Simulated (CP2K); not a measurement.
Two runs for the C K edge of 3-borylfuran. Run A: CP2K XAS_TDP, all-electron GAPW, PBEh(45%), aug-cc-pVDZ, TDA, no relativity. Run B differs in one setting.

First lines with a strength over 0.0015. A:

```tsv
atom	energy (eV)	states	strength, one atom
C2 (bonded to B and 2 C)	280.82	1	0.0122
	282.74	1	0.0303
	283.90	1	0.0149
	285.58	1	0.0019
	285.64	1	0.0050
C3 (bonded to 2 C and H)	281.67	1	0.0487
	284.47	1	0.0095
	285.38	1	0.0038
	286.01	1	0.0036
	286.27	1	0.0071
C4 (bonded to C, O and H)	282.80	1	0.0534
	285.66	1	0.0184
	286.28	1	0.0218
	286.76	1	0.0035
	286.94	1	0.0029
C6 (bonded to C, O and H)	281.83	1	0.0562
	286.19	1	0.0157
	286.97	1	0.0109
	287.31	1	0.0084
	287.81	1	0.0035
```

B:

```tsv
atom	energy (eV)	states	strength, one atom
C2 (bonded to B and 2 C)	283.02	1	0.0167
	284.82	1	0.0338
	286.16	1	0.0098
	287.71	1	0.0020
	287.77	1	0.0056
C3 (bonded to 2 C and H)	283.75	1	0.0531
	286.51	1	0.0119
	287.53	1	0.0039
	288.19	1	0.0032
	288.42	1	0.0070
C4 (bonded to C, O and H)	285.10	1	0.0602
	287.60	1	0.0185
	288.12	1	0.0237
	288.72	1	0.0021
	289.10	1	0.0074
C6 (bonded to C, O and H)	283.90	1	0.0597
	288.25	1	0.0180
	289.11	1	0.0132
	289.52	1	0.0089
	290.06	1	0.0041
```

Question: Which was it: the basis, the functional, GW2X switched on, scalar relativity switched on?

The functional (functional from PBEh(45%) to BHandHLYP; the lines alone don't name the new value). A functional moves all lines by electronvolts and changes their spacings and strengths. Against PBEh(45%) in aug-cc-pVDZ, the leading lines move by +2.20 eV (C2, to 283.02), +2.08 eV (C3, to 283.75), +2.30 eV (C4, to 285.10) and +2.07 eV (C6, to 283.90); the strength of C2's goes from 0.0122 to 0.0167. The next line of C2 over the strength cut lies 1.80 eV higher, against 1.92.

[Banner, clock and machine lines of the logs are left out without a mark of their own.]

[Logs are printed without paths, hosts, clocks, repeated set-up lines and the standing remarks that a program may print on its own settings, such as how far it seeks lower states.]

[Hosts, paths, dates, database ids (printed as entryN), source tags and the programs' standing remarks are cut or masked in the printed files.]
